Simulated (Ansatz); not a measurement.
# ScAl (Pm-3m): the cell at rest

Aim: bring ScAl (Pm-3m) to small forces and stress, as phonons need.

Method: DFT LDA, scalar-relativistic, plane waves, PAW, in Ansatz 0.2.0.

### 1. The starting structure

It takes space group Pm-3m (No. 221, cubic). Conventional cell: a = 3.370 Å, b = 3.370 Å, c = 3.370 Å, α = 90.00°, β = 90.00°, γ = 90.00°. Nearest to Sc lie 8 Al at 2.92 Å. Al has 8 Sc at 2.92 Å nearest. Farther neighbours are not listed.

### 2. Probe on a coarse mesh

First a cheap look: the gap decides the mesh and the occupations, the pressure tells how far the cell has to move.

Input file input.yaml:

```yaml
crystal:
  lattice:
    - [3.37034897, 0.0, 0.0]
    - [0.0, 3.37034897, 0.0]
    - [0.0, 0.0, 3.37034897]
  atoms:
    - { symbol: Sc, position: [0.5, 0.5, 0.5] }
    - { symbol: Al, position: [0.0, 0.0, 0.0] }
kpoints:
  mp_grid: { grid: [6, 6, 6] }
hamiltonian:
  xc: lda
scf:
  occupations: { method: gaussian, width: 0.1 }
output:
  forces: true
  stress: true
  eigenvalues: true
```

On the command line:

```
> ansatz run input.yaml --threads 4 --pin off --max-ram 7168MiB --backend cpu --events-out ev --progress --plain --runs-dir out
```

Numbers of over 12 decimals in the logs are rounded to 6 here.

The program printed:

```text
Engine: ansatz 0.2.0, aarch64-unknown-linux-gnu
Pseudopotentials: kind: paw
Pseudopotential: Sc, paw, valence charge 11, recommended cutoff 420 eV (normal), Sc.paw.azcp
Pseudopotential: Al, paw, valence charge 3, recommended cutoff 420 eV (normal), Al.paw.azcp
Functional definition: SPW92
  exchange = slater_x
  correlation = pw_c
Crystal: 2 atoms, lattice volume = 38.285 Å³
Basis set: ecut = 420 eV, 739 PW (Γ)
[...]
--- Band table (eV; the first three rows and the last of 20) ---
  k-point 0: bands = [... 3 lower, -18.4418, 0.9553, 8.6929, 8.6929, 12.0152, 12.0152, 12.0152, 13.0893]
  k-point 1: bands = [... 3 lower, -18.4377, 1.3473, 8.2261, 8.8839, 11.1951, 11.1951, 12.0708, 12.3734]
  k-point 2: bands = [... 3 lower, -18.4294, 2.4559, 6.4969, 9.3326, 10.3965, 10.3965, 12.1857, 12.5944]
  k-point 19: bands = [... 3 lower, -18.5752, 6.8392, 6.8392, 6.8392, 8.8191, 12.3251, 12.3251, 12.3251]
[key lines of the parts left out:]
SCF converged after 6 iterations
Free energy (F): -2602.840047 eV
Fermi energy:    9.389190 eV
P = ⅓ Tr σ = -4.3624 GPa (-43.624 kbar)
```

Run time: 1 s. Hardware: 4 threads of Arm Neoverse N1, shared host; peak memory 0.27 GiB.

Numbers from this step:

```yaml
pressure: -4.362 GPa
volume_per_atom: 19.14 Å³
gap_on_the_k_mesh: 0 eV
```

The coarse mesh shows no gap and a pressure of -4.4 GPa.

### 3. Bringing the structure to rest

Harmonic phonons are second derivatives at a point where the forces vanish, and they are wanted at zero stress, so atoms and cell are relaxed first.

input.yaml, the sections that differ from step 2:

```yaml
kpoints:
  mp_grid: { grid: [12, 12, 12] }
relax:
  adjacent_minimum: "off"
  f_tol: 0.005
  max_steps: 80
  cell: { stress_tol: 0.05 }
# crystal, hamiltonian, scf, output: as in step 2
```

The program printed:

```text
[...]
Crystal: 2 atoms, lattice volume = 38.285 Å³
Basis set: ecut = 420 eV, 739 PW (Γ)
Bands: 11, of which v1, the nominal top of the filled ones, is band 7 counted from 1 (6 counted from 0)
Symmetry: 48 space group operations
[...]
k-points: 84 of 1728
[...]
SCF iter   1: F=—  HF=-2602.843840 eV  |F-HF|=—  |Δ(HF+E_count)|=         —  Δρ=3.95e-3  dr2=6.59e-3  ethr=1.77e-3  ⟨swp⟩=5.0  Hψ=4901  notcnv=0
[...]
SCF iter   6: F=-2602.842506 eV  HF=-2602.842506 eV  |F-HF|=1.56e-10  |Δ(HF+E_count)|=   1.52e-8  Δρ=1.69e-6  dr2=5.51e-10  ethr=5.59e-10  ⟨swp⟩=2.0  Hψ=3053  notcnv=0
SCF 1 converged in 6 iterations: F = -2602.842506 eV  dr2 = 5.51e-10
[...]
relax step   1: F+E_penalty+E_count = -2602.84250631 eV  Δ(F+E_penalty+E_count) = +0.000e0 eV  max|allowed force component| = 2.595e-29 eV/Å  Δτ_max = 0.0000 Å  P = -4.369 GPa  Ω = 38.285 Å³  (6 SCF iters, dr2 threshold 1.00e-7 eV, accepted)
Crystal: 2 atoms, lattice volume = 34.775 Å³
Basis set: ecut = 420 eV, 691 PW (Γ)
[...]
iter 1 solved again at ethr=1.20e-5 eV; its pass at ethr=3.10e-3 eV (dr2=1.68e-3 eV) is discarded
[...]
SCF iter   5: F=-2602.857428 eV  HF=-2602.857428 eV  |F-HF|=5.36e-9  |Δ(HF+E_count)|=   1.47e-7  Δρ=4.78e-6  dr2=1.09e-8  ethr=1.43e-9  ⟨swp⟩=5.0  Hψ=4043  notcnv=0
SCF 2 converged in 5 iterations: F = -2602.857428 eV  dr2 = 1.09e-8
relax step   2: F+E_penalty+E_count = -2602.85742762 eV  Δ(F+E_penalty+E_count) = -1.492e-2 eV  max|allowed force component| = 7.301e-30 eV/Å  Δτ_max = 0.0000 Å  P = +3.767 GPa  Ω = 34.775 Å³  energy of the carried Pulay correction = +6.988e-4 eV  (5 SCF iters, dr2 threshold 2.00e-7 eV, accepted)
Crystal: 2 atoms, lattice volume = 36.316 Å³
[...]
SCF iter   5: F=-2602.873006 eV  HF=-2602.873006 eV  |F-HF|=1.88e-10  |Δ(HF+E_count)|=   6.55e-8  Δρ=2.37e-6  dr2=8.41e-10  ethr=1.43e-9  ⟨swp⟩=4.0  Hψ=3150  notcnv=0
SCF 3 converged in 5 iterations: F = -2602.873006 eV  dr2 = 8.41e-10
relax step   3: F+E_penalty+E_count = -2602.87300562 eV  Δ(F+E_penalty+E_count) = -1.558e-2 eV  max|allowed force component| = 1.602e-30 eV/Å  Δτ_max = 0.0000 Å  P = -0.325 GPa  Ω = 36.316 Å³  energy of the carried Pulay correction = +3.837e-4 eV  (5 SCF iters, dr2 threshold 2.00e-7 eV, accepted)
[...]
relax step   4: F+E_penalty+E_count = -2602.87316800 eV  Δ(F+E_penalty+E_count) = -1.624e-4 eV  max|allowed force component| = 2.202e-29 eV/Å  Δτ_max = 0.0000 Å  P = -0.018 GPa  Ω = 36.189 Å³  energy of the carried Pulay correction = +4.093e-4 eV  (3 SCF iters, dr2 threshold 2.00e-7 eV, accepted)
[...]
SCF iter   5: F=-2602.872863 eV  HF=-2602.872863 eV  |F-HF|=2.09e-11  |Δ(HF+E_count)|=   1.12e-9  Δρ=3.70e-7  dr2=5.07e-12  ethr=1.00e-12  ⟨swp⟩=3.2  Hψ=3621  notcnv=0
SCF 5 converged in 5 iterations: F = -2602.872863 eV  dr2 = 5.07e-12
relax step   5: F+E_penalty+E_count = -2602.87286325 eV  Δ(F+E_penalty+E_count) = +3.047e-4 eV  max|allowed force component| = 4.135e-29 eV/Å  Δτ_max = 0.0000 Å  P = -0.033 GPa  Ω = 36.189 Å³  stress off target by 3.30e-2 GPa  SCF on the basis re-selected at this cell (its energy is not comparable with the rows above)  (5 SCF iters)
basis re-selected at this cell: Δ(F+E_penalty+E_count) = +3.047e-4 eV, ΔP = -0.015 GPa vs the last step (what re-selecting the basis moved, of the pressure what is left beyond the Pulay correction that the steps carried, after the strain that the cell walked since its last selection, with what the two solves' SCF thresholds leave and, on support functions, any second-order correction that the steps lacked; it is no m [...]
SCF converged after 5 iterations
Free energy (F): -2602.872863 eV
[...]
Internal energy: -2602.869582 eV  (E = F + TS)
E sigma→0 (E₀):  -2602.871223 eV
Entropy (-TS):   -0.003281 eV (-1.640 meV/atom)
Fermi energy:    9.991360 eV
[...]
--- Stress (GPa, compression-positive) ---
       -0.033005       0.000000      -0.000000
        0.000000      -0.033005       0.000000
       -0.000000       0.000000      -0.033005
  P = ⅓ Tr σ = -0.0330 GPa (-0.330 kbar)
--- Band table (eV; the first three rows and the last of 84) ---
  k-point 0: bands = [... 3 lower, -17.6388, 1.3939, 9.2453, 9.2453, 12.8310, 12.8310, 12.8310, 13.9861]
  k-point 1: bands = [... 3 lower, -17.6374, 1.4981, 9.1570, 9.2983, 12.4985, 12.4985, 12.8472, 13.6933]
  k-point 2: bands = [... 3 lower, -17.6337, 1.8062, 8.8022, 9.4502, 11.9608, 11.9608, 12.8920, 13.2584]
  k-point 83: bands = [... 3 lower, -17.8008, 7.3423, 7.3423, 7.3423, 9.7357, 13.1565, 13.1565, 13.1565]
--- Relaxed structure (4 steps of the walk, 4 accepted, 1 SCFs on fresh bases) ---
  F+E_penalty+E_count = -2602.87286325 eV   max|allowed force component| = 4.135e-29 eV/Å   (the final SCF, on the basis selected at the relaxed cell)
  cell:  # Å, volume = 36.1890 Å³
    - [3.307696, 0, 0]
    - [0, 3.307696, 0]
    - [0, 0, 3.307696]
  atoms:
    - { symbol: Sc, position: [0.500000, 0.500000, 0.500000] }
    - { symbol: Al, position: [0, 0, 0] }
```

It took 4.7 s on 4 threads; peak memory 0.35 GiB; 17 s of CPU time.

The steps of the relaxation:

```csv
step,energy less that of the first step (eV),largest force component (eV/Å),pressure (GPa),volume (Å³)
1,0.0000,0.0000,-4.37,38.28
2,-0.0149,0.0000,3.77,34.77
3,-0.0305,0.0000,-0.33,36.32
4,-0.0307,0.0000,-0.02,36.19
5*,-0.0304,0.0000,-0.03,36.19
```

Relaxation steps marked * repeat the geometry before them on a plane-wave basis chosen anew for their cell, so energy and pressure can jump there.

Forces are held to the 48 operations that the run works with; a distortion that breaks them can't arise in this run.

```csv
"conventional cell, symmetrised",before,after,change
a (Å),3.370,3.308,-1.9 %
b (Å),3.370,3.308,-1.9 %
c (Å),3.370,3.308,-1.9 %
volume (Å³/atom),19.14,18.09,-5.5 %
```

The relaxed structure:

```cif
data_structure
_symmetry_space_group_name_H-M 'P 1'
_symmetry_Int_Tables_number 1
_cell_length_a 3.3077
_cell_length_b 3.3077
_cell_length_c 3.3077
_cell_angle_alpha 90.000
_cell_angle_beta 90.000
_cell_angle_gamma 90.000
_cell_volume 36.19
loop_
_atom_site_label
_atom_site_type_symbol
_atom_site_fract_x
_atom_site_fract_y
_atom_site_fract_z
_atom_site_occupancy
Sc1 Sc 0.50000 0.50000 0.50000 1
Al2 Al 0.00000 0.00000 0.00000 1
```

Numbers from this step:

```
pressure        : -0.03301 GPa
volume per atom : 18.09 Å³
```

In this step the volume went from 19.14 to 18.09 Å³/atom.

### 4. Tight relaxation

Phonons need a cell at rest on their own settings, so the relaxation is repeated with tight tolerances on forces and stress on the k mesh and occupations of the first response run.

input.yaml, the sections that differ from step 3:

```yaml
crystal:
  lattice:
    - [3.3076960683, 0.0, 0.0]
    - [0.0, 3.3076960683, 0.0]
    - [0.0, 0.0, 3.3076960683]
  atoms:
    - { symbol: Sc, position: [0.5, 0.5, 0.5] }
    - { symbol: Al, position: [0.0, 0.0, 0.0] }
scf:
  occupations: { method: methfessel_paxton, width: 0.15 }
relax:
  adjacent_minimum: "off"
  f_tol: 0.001
  max_steps: 60
  cell: { stress_tol: 0.01 }
# kpoints, hamiltonian, output: as in step 3
```

The program printed:

```text
[...]
Crystal: 2 atoms, lattice volume = 36.189 Å³
Basis set: ecut = 420 eV, 739 PW (Γ)
Bands: 11, of which v1, the nominal top of the filled ones, is band 7 counted from 1 (6 counted from 0)
[... 1 set-up line as in the run before ...]
[...]
k-points: 84 of 1728
[...]
k-point 83: bands = [... 3 lower, -17.7935, 7.3475, 7.3475, 7.3475, 9.7457, 13.1651, 13.1651, 13.1651]
--- Relaxed structure (3 steps of the walk, 3 accepted, 1 SCFs on fresh bases) ---
[...]
cell:  # Å, volume = 36.1683 Å³
    - [3.307065, 0, 0.0]
    - [0, 3.307065, 0.0]
    - [0.0, 0.0, 3.307065]
  atoms:
    - { symbol: Sc, position: [0.500000, 0.500000, 0.500000] }
    - { symbol: Al, position: [0, 0, 0] }
[key lines of the parts left out:]
SCF converged after 4 iterations
Free energy (F): -2602.870838 eV
Fermi energy:    9.997653 eV
P = ⅓ Tr σ = -0.0002 GPa (-0.002 kbar)
```

Run time: 4.1 s. Hardware: 4 threads; peak memory 0.35 GiB.

Little changed from the start: no atom moved by 0.005 Å and no cell edge by 0.1 %.

This step gave:

```yaml
pressure: -2.27e-4 GPa
volume_per_atom: 18.08 Å³
```

The forces vanish by symmetry and the pressure is 0.000 GPa, within the tolerances set. The cell now holds 18.08 Å³/atom.

### 5. Results

```yaml
space_group_after_relaxation_within_0p01_a: Pm-3m
lattice_constant_a: 3.307 Å
lattice_constant_b: 3.307 Å
lattice_constant_c: 3.307 Å
volume_per_atom: 18.1 Å³
```

What this shows: The forces vanish by symmetry and the pressure is 0.000 GPa, within the tolerances set. The cell now holds 18.08 Å³/atom. The relaxation keeps the symmetry of its start, so it says nothing on stability against lower symmetry.

[Logs are printed without paths, hosts, clocks, repeated set-up lines and the standing remarks that a program may print on its own settings, such as how far it seeks lower states.]

[Hosts, paths, dates, database ids (printed as entryN), source tags and the programs' standing remarks are cut or masked in the printed files.]
